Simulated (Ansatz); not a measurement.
# DyTi, from a guessed structure to a relaxed one

Starting from a made-up structure for DyTi, the aim is the relaxed cell, its shortest contacts and, where a second run follows, its electronic structure.

Calculated with Ansatz 0.2.0; DFT, PBEsol, plane-wave PAW, default files, scalar-relativistic, ferromagnetic start, cell and ions relaxed at zero pressure, in the first sound run; inputs show where later runs differ.

In doubt: a part-filled 4f shell, where there is one, can sit in one of many states, so energies may not be the lowest and differences between runs may mislead; derivatives with an open 4f shell can jump between states, which bears on forces and vibrations.

## Step 1: Set-up

The structure is orthorhombic, space group Cmcm (No. 63). Conventional cell: a = 4.273 Å, b = 10.796 Å, c = 4.053 Å, α = 90.00°, β = 90.00°, γ = 90.00°. Nearest to Dy lie 7 Ti at 3.05 to 3.17 Å. Nearest to Ti lie 2 Ti at 2.56 Å and 7 Dy at 3.05 to 3.17 Å. Farther neighbours are not listed.

Structure file:

```cif
data_structure
_symmetry_space_group_name_H-M 'Cmcm'
_symmetry_Int_Tables_number 63
_cell_length_a 4.2730
_cell_length_b 10.7960
_cell_length_c 4.0530
_cell_angle_alpha 90.000
_cell_angle_beta 90.000
_cell_angle_gamma 90.000
_cell_volume 186.97
loop_
_atom_site_label
_atom_site_type_symbol
_atom_site_symmetry_multiplicity
_atom_site_Wyckoff_symbol
_atom_site_fract_x
_atom_site_fract_y
_atom_site_fract_z
_atom_site_occupancy
Dy1 Dy 4 c 0.50000 0.14480 0.25000 1
Ti1 Ti 4 c 0.50000 0.42750 0.25000 1
```

## Step 2: Relaxation of the guess

The guessed cell has no reason to be at equilibrium. It is relaxed with the atoms, within the space group of the guess.

Input file input.yaml:

```yaml
crystal:
  lattice:
    - [2.1365, -5.398, 0.0]
    - [2.1365, 5.398, 0.0]
    - [0.0, 0.0, 4.053]
  atoms:
    - { symbol: Dy, position: [0.3552, 0.6448, 0.75], spin: 5.0 }
    - { symbol: Dy, position: [0.6448, 0.3552, 0.25], spin: 5.0 }
    - { symbol: Ti, position: [0.0725, 0.9275, 0.75], spin: 1.0 }
    - { symbol: Ti, position: [0.9275, 0.0725, 0.25], spin: 1.0 }
magnetization:
  spin_polarized: true
kpoints:
  mp_grid: { grid: [7, 7, 7] }
scf:
  occupations: { method: fermi_dirac, width: 0.05 }
hamiltonian:
  xc: pbesol
  pseudopotentials: { kind: paw }
relax:
  f_tol: 0.015
  max_steps: 70
  cell: {}
output:
  forces: true
  stress: true
```

On the command line:

```sh
$ ansatz run input.yaml --threads 4 --pin off --max-ram 10240MiB --backend cpu --events-out ev --progress --plain --runs-dir out
```

Numbers of over 12 decimals in the logs are rounded to 6 here.

What it wrote:

```text
Engine: ansatz 0.2.0, x86_64-unknown-linux-gnu
Pseudopotentials: kind: paw
Pseudopotential: Dy, paw, valence charge 20, recommended cutoff 420 eV (normal), Dy.paw.azcp
Pseudopotential: Ti, paw, valence charge 12, recommended cutoff 420 eV (normal), Ti.paw.azcp
Functional definition: PBEsol
  exchange = pbesol_x
  correlation = pbesol_c
Crystal: 4 atoms, lattice volume = 93.485 Å³
Basis set: ecut = 420 eV, 1833 PW (Γ), exchange–correlation on 80×80×60 points (8 copies of the dense FFT grid, shifted against one another)
Bands: 46, of which v1, the nominal top of the filled ones, is band 32 counted from 1 (31 counted from 0)
Symmetry: 8 space group operations
Space group: Cmcm (ITA 63), of the structure as read, at distance tolerance 4.5e-5 Å
Magnetic group: BNS 63.457 (UNI 555), of the structure as read, at distance tolerance 4.5e-5 Å
k-points: 64 of 343
Non-local potential: Dy, projectors of the file, l = 0: 3, l = 1: 2, l = 2: 2, l = 3: 3
Non-local potential: Ti, projectors of the file, l = 0: 3, l = 1: 2, l = 2: 3, l = 3: 1
PAW form: soft (Blöchl's): semilocal exchange-correlation on the pseudo side does not see the compensation charge
PAW frozen core: Dy, regenerated for the run's functional, and the local potential with it (the file was generated under x = pbe(κ = 0.804, μ = 0.219515), c = pbe(β = 0.066725))
PAW frozen core: Ti, regenerated for the run's functional, and the local potential with it (the file was generated under x = pbe(κ = 0.804, μ = 0.219515), c = pbe(β = 0.066725))
PAW one-centre angular grid: Dy, 590 points (default); XC on 64 Gauss nodes
PAW one-centre angular grid: Ti, 590 points (default); XC on 64 Gauss nodes
Initial density: superposition of atomic densities (chi_scale 0.1, normalization cell)
Starting moments: Σ|m| = 12 μB on 4 of 4 sites
Initial wavefunctions: pseudopotential atomic-orbital guess
Functional: x = pbesol(κ = 0.804, μ = 0.123457), c = pbesol(β = 0.046)
SCF iter   1: F=—  HF=-25937.665702 eV  |F-HF|=—  |Δ(HF+E_count)|=         —  Δρ=3.70e-2 (↑2.62e-2 ↓3.70e-2)  dr2=4.99e0  dr2_m=3.01e-1  M=10.972 μB ∫|m|=10.973 μB  β_m=0.30  ethr=3.10e-3  ⟨swp⟩=5.8  Hψ=21448  notcnv=0
Mixer restart at iter 1: flushing history
preconditioner: auto → Kerker (q_TF=auto, 2.561 Å⁻¹)  [metal: Δε(μ)=0.000 eV  Ē_g=8.669 eV  σ=0.050 eV  W_gap=0.00  n_scr=26 (ndim 8)  ℏωp=25.5 eV  f_vac=0.000  D(μ)=35.73/eV (n_scr^D=928)]
spin=Collinear: Kerker preconditioning applied to the charge; magnetization (m = ρ↑ − ρ↓) channel mixes plain (no charge-response kernel on spin).
SCF iter   2: F=—  HF=-25937.857234 eV  |F-HF|=—  |Δ(HF+E_count)|=   1.92e-1  Δρ=2.74e-2 (↑1.81e-2 ↓2.74e-2)  dr2=3.01e0  dr2_m=2.20e-1  M=10.902 μB ∫|m|=10.904 μB  β_m=0.65  ethr=3.10e-3  ⟨swp⟩=2.9  Hψ=10254  notcnv=0  defer=158
SCF iter   3: F=—  HF=-25938.581099 eV  |F-HF|=—  |Δ(HF+E_count)|=   7.24e-1  Δρ=2.35e-2 (↑1.22e-2 ↓2.35e-2)  dr2=1.37e0  dr2_m=5.24e-2  M=10.615 μB ∫|m|=10.634 μB  β_m=0.59  ethr=3.10e-3  ⟨swp⟩=3.2  Hψ=10956  notcnv=0  defer=159
SCF iter   4: F=—  HF=-25938.307958 eV  |F-HF|=—  |Δ(HF+E_count)|=   2.73e-1  Δρ=6.99e-3 (↑6.99e-3 ↓6.59e-3)  dr2=9.21e-2  dr2_m=1.46e-2  M=10.318 μB ∫|m|=10.342 μB  β_m=0.59  ethr=2.14e-3  ⟨swp⟩=4.2  Hψ=13261  notcnv=0  defer=127
SCF iter   5: F=—  HF=-25938.593009 eV  |F-HF|=—  |Δ(HF+E_count)|=         —  Δρ=1.06e-2 (↑9.13e-3 ↓1.06e-2)  dr2=1.90e-2  dr2_m=7.78e-2  M=9.860 μB ∫|m|=9.919 μB  β_m=1.00  ethr=1.44e-4  ⟨swp⟩=4.1  Hψ=13522  notcnv=0  defer=124
Mixer restart at iter 5: flushing history
SCF iter   6: F=—  HF=-25938.588987 eV  |F-HF|=—  |Δ(HF+E_count)|=   4.02e-3  Δρ=7.83e-3 (↑7.83e-3 ↓2.90e-3)  dr2=1.26e-1  dr2_m=1.46e-2  M=9.627 μB ∫|m|=9.809 μB  β_m=0.59  ethr=7.81e-5  ⟨swp⟩=3.0  Hψ=10225  notcnv=0  defer=124
SCF iter   7: F=—  HF=-25938.630262 eV  |F-HF|=—  |Δ(HF+E_count)|=   4.13e-2  Δρ=4.25e-3 (↑4.25e-3 ↓2.79e-3)  dr2=1.54e-2  dr2_m=9.36e-3  M=9.538 μB ∫|m|=9.864 μB  β_m=0.68  ethr=7.81e-5  ⟨swp⟩=3.4  Hψ=13230  notcnv=0  defer=121
SCF iter   8: F=—  HF=-25938.630302 eV  |F-HF|=—  |Δ(HF+E_count)|=   3.97e-5  Δρ=3.05e-3 (↑3.05e-3 ↓2.93e-3)  dr2=1.31e-2  dr2_m=5.06e-3  M=9.447 μB ∫|m|=9.920 μB  β_m=0.70  ethr=2.40e-5  ⟨swp⟩=2.5  Hψ=11991  notcnv=0  defer=121
SCF iter   9: F=—  HF=-25938.630024 eV  |F-HF|=—  |Δ(HF+E_count)|=   2.78e-4  Δρ=1.35e-3 (↑1.26e-3 ↓1.35e-3)  dr2=8.15e-4  dr2_m=1.24e-3  M=9.366 μB ∫|m|=10.005 μB  β_m=0.72  ethr=2.05e-5  ⟨swp⟩=2.5  Hψ=12215  notcnv=0  defer=121
SCF iter  10: F=—  HF=-25938.630435 eV  |F-HF|=—  |Δ(HF+E_count)|=   4.11e-4  Δρ=8.24e-4 (↑3.11e-4 ↓8.24e-4)  dr2=9.61e-4  dr2_m=2.41e-4  M=9.320 μB ∫|m|=10.053 μB  β_m=0.86  ethr=1.27e-6  ⟨swp⟩=2.1  Hψ=11369  notcnv=0  defer=116
SCF iter  11: F=—  HF=-25938.630497 eV  |F-HF|=—  |Δ(HF+E_count)|=   6.25e-5  Δρ=5.46e-4 (↑5.46e-4 ↓1.65e-4)  dr2=6.11e-4  dr2_m=5.19e-5  M=9.303 μB ∫|m|=10.083 μB  β_m=0.93  ethr=1.27e-6  ⟨swp⟩=2.0  Hψ=9705  notcnv=0  defer=116
SCF iter  12: F=—  HF=-25938.630714 eV  |F-HF|=—  |Δ(HF+E_count)|=   2.17e-4  Δρ=8.34e-5 (↑7.25e-5 ↓8.34e-5)  dr2=9.58e-6  dr2_m=1.85e-6  M=9.292 μB ∫|m|=10.098 μB  β_m=0.97  ethr=9.55e-7  ⟨swp⟩=2.0  Hψ=6999  notcnv=0  defer=116
SCF iter  13: F=—  HF=-25939.603298 eV  |F-HF|=—  |Δ(HF+E_count)|=         —  Δρ=1.83e-2 (↑1.81e-3 ↓1.83e-2)  dr2=4.18e-2  dr2_m=7.41e-2  M=9.372 μB ∫|m|=9.988 μB  β_m=1.00  ethr=1.50e-8  ⟨swp⟩=2.4  Hψ=10026  notcnv=0  defer=116
Mixer restart at iter 13: flushing history
SCF iter  14: F=—  HF=-25938.607657 eV  |F-HF|=—  |Δ(HF+E_count)|=   9.96e-1  Δρ=1.39e-3 (↑1.08e-3 ↓1.39e-3)  dr2=2.07e-3  dr2_m=3.64e-4  M=9.324 μB ∫|m|=9.998 μB  β_m=0.97  ethr=7.81e-5  ⟨swp⟩=3.4  Hψ=12004  notcnv=0  defer=117
SCF iter  15: F=—  HF=-25938.609842 eV  |F-HF|=—  |Δ(HF+E_count)|=   2.19e-3  Δρ=1.50e-3 (↑1.13e-3 ↓1.50e-3)  dr2=4.94e-3  dr2_m=6.24e-5  M=9.315 μB ∫|m|=10.012 μB  β_m=0.97  ethr=3.23e-6  ⟨swp⟩=3.0  Hψ=13253  notcnv=0  defer=115
SCF iter  16: F=—  HF=-25938.607307 eV  |F-HF|=—  |Δ(HF+E_count)|=   2.54e-3  Δρ=2.42e-4 (↑1.08e-4 ↓2.42e-4)  dr2=4.40e-5  dr2_m=1.68e-5  M=9.307 μB ∫|m|=10.011 μB  β_m=0.98  ethr=3.23e-6  ⟨swp⟩=2.4  Hψ=11731  notcnv=0  defer=113
SCF iter  17: F=—  HF=-25938.607350 eV  |F-HF|=—  |Δ(HF+E_count)|=         —  Δρ=1.51e-4 (↑6.41e-5 ↓1.51e-4)  dr2=1.83e-5  dr2_m=7.13e-6  M=9.301 μB ∫|m|=10.015 μB  ethr=6.87e-8  ⟨swp⟩=2.3  Hψ=9134  notcnv=0  defer=113
Mixer restart at iter 17: flushing history
SCF iter  18: F=—  HF=-25938.630743 eV  |F-HF|=—  |Δ(HF+E_count)|=         —  Δρ=6.78e-5 (↑6.78e-5 ↓4.47e-5)  dr2=5.13e-6  dr2_m=1.71e-6  M=9.293 μB ∫|m|=10.100 μB  β_m=0.98  ethr=1.50e-8  ⟨swp⟩=8.8  Hψ=16609  notcnv=0  defer=106
[...]
relax step  11: F+E_penalty+E_count = -25939.57739210 eV  Δ(F+E_penalty+E_count) = -5.257e-4 eV  max|allowed force component| = 5.208e-3 eV/Å  Δτ_max = 0.0017 Å  P = -0.012 GPa  Ω = 88.872 Å³  energy of the carried Pulay correction = +4.619e-4 eV  (11 SCF iters, dr2 threshold 3.43e-7 eV, accepted)
relax step  12: F+E_penalty+E_count = -25939.57744542 eV  Δ(F+E_penalty+E_count) = -5.331e-5 eV  max|allowed force component| = 3.417e-3 eV/Å  Δτ_max = 0.0017 Å  P = +0.023 GPa  Ω = 88.869 Å³  energy of the carried Pulay correction = +4.623e-4 eV  (9 SCF iters, dr2 threshold 2.28e-8 eV, accepted)
relax step  13: F+E_penalty+E_count = -25939.61028501 eV  Δ(F+E_penalty+E_count) = -3.284e-2 eV  max|allowed force component| = 3.027e-3 eV/Å  Δτ_max = 0.0000 Å  P = +0.741 GPa  Ω = 88.869 Å³  stress off target by 1.50e0 GPa  SCF on the basis re-selected at this cell (its energy is not comparable with the rows above)  (17 SCF iters)
relax step  14: F+E_penalty+E_count = -25939.61510605 eV  Δ(F+E_penalty+E_count) = -4.821e-3 eV  max|allowed force component| = 2.246e-2 eV/Å  Δτ_max = 0.0061 Å  P = +0.105 GPa  Ω = 89.825 Å³  energy of the carried Pulay correction = -9.142e-5 eV  (10 SCF iters, dr2 threshold 4.00e-7 eV, accepted)
relax step  15: F+E_penalty+E_count = -25939.61532558 eV  Δ(F+E_penalty+E_count) = -2.195e-4 eV  max|allowed force component| = 6.469e-3 eV/Å  Δτ_max = 0.0043 Å  P = -0.023 GPa  Ω = 89.917 Å³  energy of the carried Pulay correction = -9.973e-5 eV  (11 SCF iters, dr2 threshold 1.44e-7 eV, accepted)
iter 1 solved again at ethr=5.35e-8 eV; its pass at ethr=3.10e-3 eV (dr2=3.43e-5 eV) is discarded
SCF iter   1: F=—  HF=-25939.615430 eV  |F-HF|=—  |Δ(HF+E_count)|=         —  Δρ=4.30e-5 (↑4.19e-5 ↓4.30e-5)  dr2=2.05e-7  dr2_m=3.35e-8  M=9.413 μB ∫|m|=9.776 μB  β_m=0.65  ethr=5.35e-8  ⟨swp⟩=3.8  Hψ=40240  notcnv=0
preconditioner: auto → Kerker (q_TF=auto, 2.578 Å⁻¹)  [metal: Δε(μ)=0.001 eV  Ē_g=8.664 eV  σ=0.050 eV  W_gap=0.01  n_scr=30 (ndim 8)  ℏωp=26.0 eV  f_vac=0.000  D(μ)=15.71/eV (n_scr^D=252)]
spin=Collinear: Kerker preconditioning applied to the charge; magnetization (m = ρ↑ − ρ↓) channel mixes plain (no charge-response kernel on spin).
SCF iter   2: F=—  HF=-25939.615428 eV  |F-HF|=—  |Δ(HF+E_count)|=   1.81e-6  Δρ=1.60e-5 (↑1.52e-5 ↓1.60e-5)  dr2=5.56e-8  dr2_m=5.47e-9  M=9.413 μB ∫|m|=9.776 μB  β_m=0.65  ethr=3.21e-10  ⟨swp⟩=2.2  Hψ=9389  notcnv=0
SCF iter   3: F=—  HF=-25939.615428 eV  |F-HF|=—  |Δ(HF+E_count)|=   2.20e-7  Δρ=1.05e-6 (↑1.05e-6 ↓8.32e-7)  dr2=1.81e-9  dr2_m=2.39e-11  M=9.413 μB ∫|m|=9.776 μB  β_m=0.57  ethr=8.69e-11  ⟨swp⟩=2.0  Hψ=8775  notcnv=0
SCF iter   4: F=—  HF=-25939.615428 eV  |F-HF|=—  |Δ(HF+E_count)|=    0.00e0  Δρ=8.41e-7 (↑7.36e-7 ↓8.41e-7)  dr2=1.60e-9  dr2_m=1.34e-11  M=9.413 μB ∫|m|=9.776 μB  β_m=0.58  ethr=2.82e-12  ⟨swp⟩=3.0  Hψ=11181  notcnv=0
SCF iter   5: F=—  HF=-25939.615428 eV  |F-HF|=—  |Δ(HF+E_count)|=   2.37e-7  Δρ=5.15e-7 (↑3.37e-7 ↓5.15e-7)  dr2=1.52e-9  dr2_m=2.88e-11  M=9.413 μB ∫|m|=9.776 μB  β_m=0.79  ethr=2.49e-12  ⟨swp⟩=2.1  Hψ=9540  notcnv=0
SCF iter   6: F=—  HF=-25939.615428 eV  |F-HF|=—  |Δ(HF+E_count)|=   2.35e-9  Δρ=5.48e-7 (↑2.21e-7 ↓5.48e-7)  dr2=1.18e-9  dr2_m=5.82e-11  M=9.413 μB ∫|m|=9.776 μB  β_m=0.89  ethr=2.37e-12  ⟨swp⟩=2.3  Hψ=8741  notcnv=0
SCF iter   7: F=—  HF=-25939.615428 eV  |F-HF|=—  |Δ(HF+E_count)|=  5.89e-10  Δρ=2.02e-7 (↑8.95e-8 ↓2.02e-7)  dr2=7.54e-11  dr2_m=1.25e-11  M=9.413 μB ∫|m|=9.776 μB  β_m=0.93  ethr=1.85e-12  ⟨swp⟩=2.0  Hψ=8480  notcnv=0
SCF iter   8: F=—  HF=-25939.615428 eV  |F-HF|=—  |Δ(HF+E_count)|=  1.02e-10  Δρ=1.05e-7 (↑4.84e-8 ↓1.05e-7)  dr2=2.57e-11  dr2_m=2.42e-12  M=9.413 μB ∫|m|=9.776 μB  β_m=0.97  ethr=1.00e-12  ⟨swp⟩=2.1  Hψ=8026  notcnv=0
SCF iter   9: F=—  HF=-25939.615428 eV  |F-HF|=—  |Δ(HF+E_count)|=  3.27e-11  Δρ=7.67e-8 (↑2.79e-8 ↓7.67e-8)  dr2=4.39e-12  dr2_m=1.68e-12  M=9.413 μB ∫|m|=9.776 μB  β_m=0.98  ethr=1.00e-12  ⟨swp⟩=1.6  Hψ=6040  notcnv=0
SCF iter  10: F=—  HF=-25939.615428 eV  |F-HF|=—  |Δ(HF+E_count)|=  3.64e-12  Δρ=3.08e-8 (↑3.08e-8 ↓2.93e-8)  dr2=6.35e-12  dr2_m=4.74e-14  M=9.413 μB ∫|m|=9.776 μB  β_m=0.99  ethr=1.00e-12  ⟨swp⟩=1.0  Hψ=5888  notcnv=0
SCF iter  11: F=—  HF=-25939.615428 eV  |F-HF|=—  |Δ(HF+E_count)|=  3.64e-12  Δρ=1.23e-8 (↑9.94e-9 ↓1.23e-8)  dr2=5.11e-13  dr2_m=3.41e-14  M=9.413 μB ∫|m|=9.776 μB  β_m=1.00  ethr=1.00e-12  ⟨swp⟩=3.0  Hψ=18519  notcnv=0
SCF iter  12: F=-25939.615428 eV  HF=-25939.615428 eV  |F-HF|=4.37e-11  |Δ(HF+E_count)|=  3.64e-12  Δρ=1.83e-7 (↑2.39e-8 ↓1.83e-7)  dr2=3.44e-11  dr2_m=6.45e-12  M=9.413 μB ∫|m|=9.776 μB  ethr=1.00e-12  ⟨swp⟩=2.1  Hψ=15114  notcnv=0
SCF 16 converged in 12 iterations: F = -25939.615428 eV  dr2 = 3.44e-11
relax step  16: F+E_penalty+E_count = -25939.61542782 eV  Δ(F+E_penalty+E_count) = -1.022e-4 eV  max|allowed force component| = 6.516e-3 eV/Å  Δτ_max = 0.0000 Å  P = -0.023 GPa  Ω = 89.917 Å³  stress off target by 3.57e-2 GPa  SCF on the basis re-selected at this cell (its energy is not comparable with the rows above)  (12 SCF iters)
basis re-selected at this cell: Δ(F+E_penalty+E_count) = -1.022e-4 eV, ΔP = +0.000 GPa vs the last step (what re-selecting the basis moved, of the pressure what is left beyond the Pulay correction that the steps carried, after the strain that the cell walked since its last selection, with what the two solves' SCF thresholds leave and, on support functions, any second-order correction that the steps lacked; it is no m [...]
SCF converged after 12 iterations
Magnetization: 9.4127 μB (36.7063 up, 27.2937 down)
Absolute magnetization: 9.7763 μB (∫|ρ↑−ρ↓|, with the PAW one-centre terms)
Spin contamination: 0.3690 ħ² per cell (⟨S²⟩ above its minimum at these occupations)
Per-site moments (μB) at R_I (Å): [(4.765258, 1.264546), (4.765258, 1.264546), (-0.061019, 1.110835), (-0.061019, 1.110835)]
Free energy (F): -25939.615428 eV
Harris-Foulkes:  -25939.615428 eV  (|F-HF|=4.37e-11)
Internal energy: -25939.488170 eV  (E = F + TS)
E sigma→0 (E₀):  -25939.551799 eV
Entropy (-TS):   -0.127258 eV (-31.814 meV/atom)
Fermi energy:    13.736230 eV
--- Per-component energies (eV) ---
  E_band       = -253.124329
  E_kinetic    = 1292.083502
  E_local      = -8197.713082  (includes V_loc(G=0)·N_el)
  E_nonlocal   = 1558.001761
  E_hartree    = 3380.565778
  E_xc         = -561.296600
  E_vxc        = -668.420138  (∫ρ·V_xc dr)
  E_paw        = -15639.216775  (= ΣΔE_a)
  E_vpaw       = -998.207701  (= ΣTr[D̂ρ^β])
  E_aug_tail   = 0.000226  (compensation charges beyond the density's cutoff)
  E_ewald      = -7773.819568
  E_core_change = 1.906587  (= ΣΔE_core)
  E_smearing   = -0.127258  (= −TS)
  E_closure    = 0.000000  (closes the sum)
  Σ components = -25939.615428   (vs F -25939.615428, Δ=0.00e0)
--- Forces (eV/Å), atoms counted from 1 ---
  atom   1  Dy     0.00000000    -0.00651583     0.00000000
  atom   2  Dy    -0.00000000     0.00651583    -0.00000000
  atom   3  Ti     0.00000000     0.00164286     0.00000000
  atom   4  Ti    -0.00000000    -0.00164286    -0.00000000
  max |Σ_I F_I| component: 1.39e-17 eV/Å
--- Stress (GPa, compression-positive) ---
       -0.031923      -0.000000       0.000000
       -0.000000      -0.035714      -0.000000
        0.000000      -0.000000      -0.002196
  P = ⅓ Tr σ = -0.0233 GPa (-0.233 kbar)
--- Relaxed structure (14 steps of the walk, 14 accepted, 2 SCFs on fresh bases) ---
  F+E_penalty+E_count = -25939.61542782 eV   max|allowed force component| = 6.516e-3 eV/Å   (the final SCF, on the basis selected at the relaxed cell)
  cell:  # Å, volume = 89.9166 Å³
    - [1.574788, -6.000309, 0]
    - [1.574788, 6.000309, 0]
    - [0, 0, 4.757888]
  atoms:
    - { symbol: Dy, position: [0.333410, 0.666590, 0.750000] }
    - { symbol: Dy, position: [0.666590, 0.333410, 0.250000] }
    - { symbol: Ti, position: [0.052579, 0.947421, 0.750000] }
    - { symbol: Ti, position: [0.947421, 0.052579, 0.250000] }
```

Elapsed: 2 min, on 4 threads of Intel Xeon 6975P-C (Granite Rapids), shared host; peak memory 0.98 GiB; 7.5 min of CPU time.

Step by step:

```
step  energy less that of the first step (eV)  largest force component (eV/Å)  pressure (GPa)  volume (Å³)
   1                                   0.0000                          0.4686            1.00        93.49
   2                                  -0.0728                          0.1521            0.56        96.42
   3                                  -0.0811                          0.0330            0.04        96.74
   4                                  -0.0932                          0.1068           -0.32        96.88
   5                                  -0.1187                          0.1567           -0.44        96.62
   6                                  -0.2401                          0.1851           -0.31        95.38
   7                                  -0.5062                          0.2700           -0.51        93.87
   8                                  -0.7999                          0.1819           -0.51        91.58
   9                                  -0.9409                          0.0083            0.39        88.56
  10                                  -0.9461                          0.0101           -0.02        88.76
  11                                  -0.9466                          0.0052           -0.01        88.87
  12                                  -0.9467                          0.0034            0.02        88.87
 13*                                  -0.9795                          0.0030            0.74        88.87
  14                                  -0.9844                          0.0225            0.10        89.83
  15                                  -0.9846                          0.0065           -0.02        89.92
 16*                                  -0.9847                          0.0065           -0.02        89.92
```

Relaxation steps marked * repeat the geometry before them on a plane-wave basis chosen anew for their cell, so energy and pressure can jump there.

The run keeps the 8 symmetry operations that it works with, so distortions that break them were not tested.

| cell as run | before | after | change |
| --- | --- | --- | --- |
| a (Å) | 5.805 | 6.204 | +6.9 % |
| b (Å) | 5.805 | 6.204 | +6.9 % |
| c (Å) | 4.053 | 4.758 | +17.4 % |
| γ (°) | 136.81 | 150.59 | +10.1 % |
| volume (Å³/atom) | 23.37 | 22.48 | -3.8 % |

The atoms that moved most (Å, as changes of fractional coordinates times the final cell):

```csv
atom,dx,dy,dz,length
Dy2,0.000,-0.261,0.000,0.261
Dy1,0.000,0.261,0.000,0.261
Ti3,0.000,0.239,0.000,0.239
Ti4,0.000,-0.239,0.000,0.239
```

Final coordinates:

```xyz
4
Lattice="1.5748 -6.0003 0.0000 1.5748 6.0003 0.0000 0.0000 0.0000 4.7579" Properties=species:S:1:pos:R:3 pbc="T T T"
Dy    1.5748    1.9992    3.5684
Dy    1.5748   -1.9992    1.1895
Ti    1.5748    5.3693    3.5684
Ti    1.5748   -5.3693    1.1895
```

Numbers from this step:

```
free energy             : -25939.6154 eV
energy at zero smearing : -25939.5518 eV
smearing term TS        : 0.1273 eV
Fermi energy            : 13.74 eV
magnetization           : 9.413 μB
absolute magnetization  : 9.776 μB
site moments            : 4.765, 4.765, -0.06102, -0.06102 μB
electrons               : 64
symmetry operations     : 8
pressure                : -0.02328 GPa
```

Site moment by atom:

```
atom  site moment (μB)
 Dy1              4.77
 Dy2              4.77
 Ti3             -0.06
 Ti4             -0.06
```

The shortest distance of each pair, which need not be the same contact before and after:

```
 pair  guess (Å)  relaxed (Å)
Ti–Ti      2.561        2.693
Dy–Ti      3.046        3.066
Dy–Dy      3.719        3.150
```

The relaxation ends with a largest force component of 0.0065 eV/Å and a pressure of -0.02 GPa.

[end of part 1 of 2]

[Logs are printed without paths, hosts, clocks, repeated set-up lines and the standing remarks that a program may print on its own settings, such as how far it seeks lower states.]

[Hosts, paths, dates, database ids (printed as entryN), source tags and the programs' standing remarks are cut or masked in the printed files.]
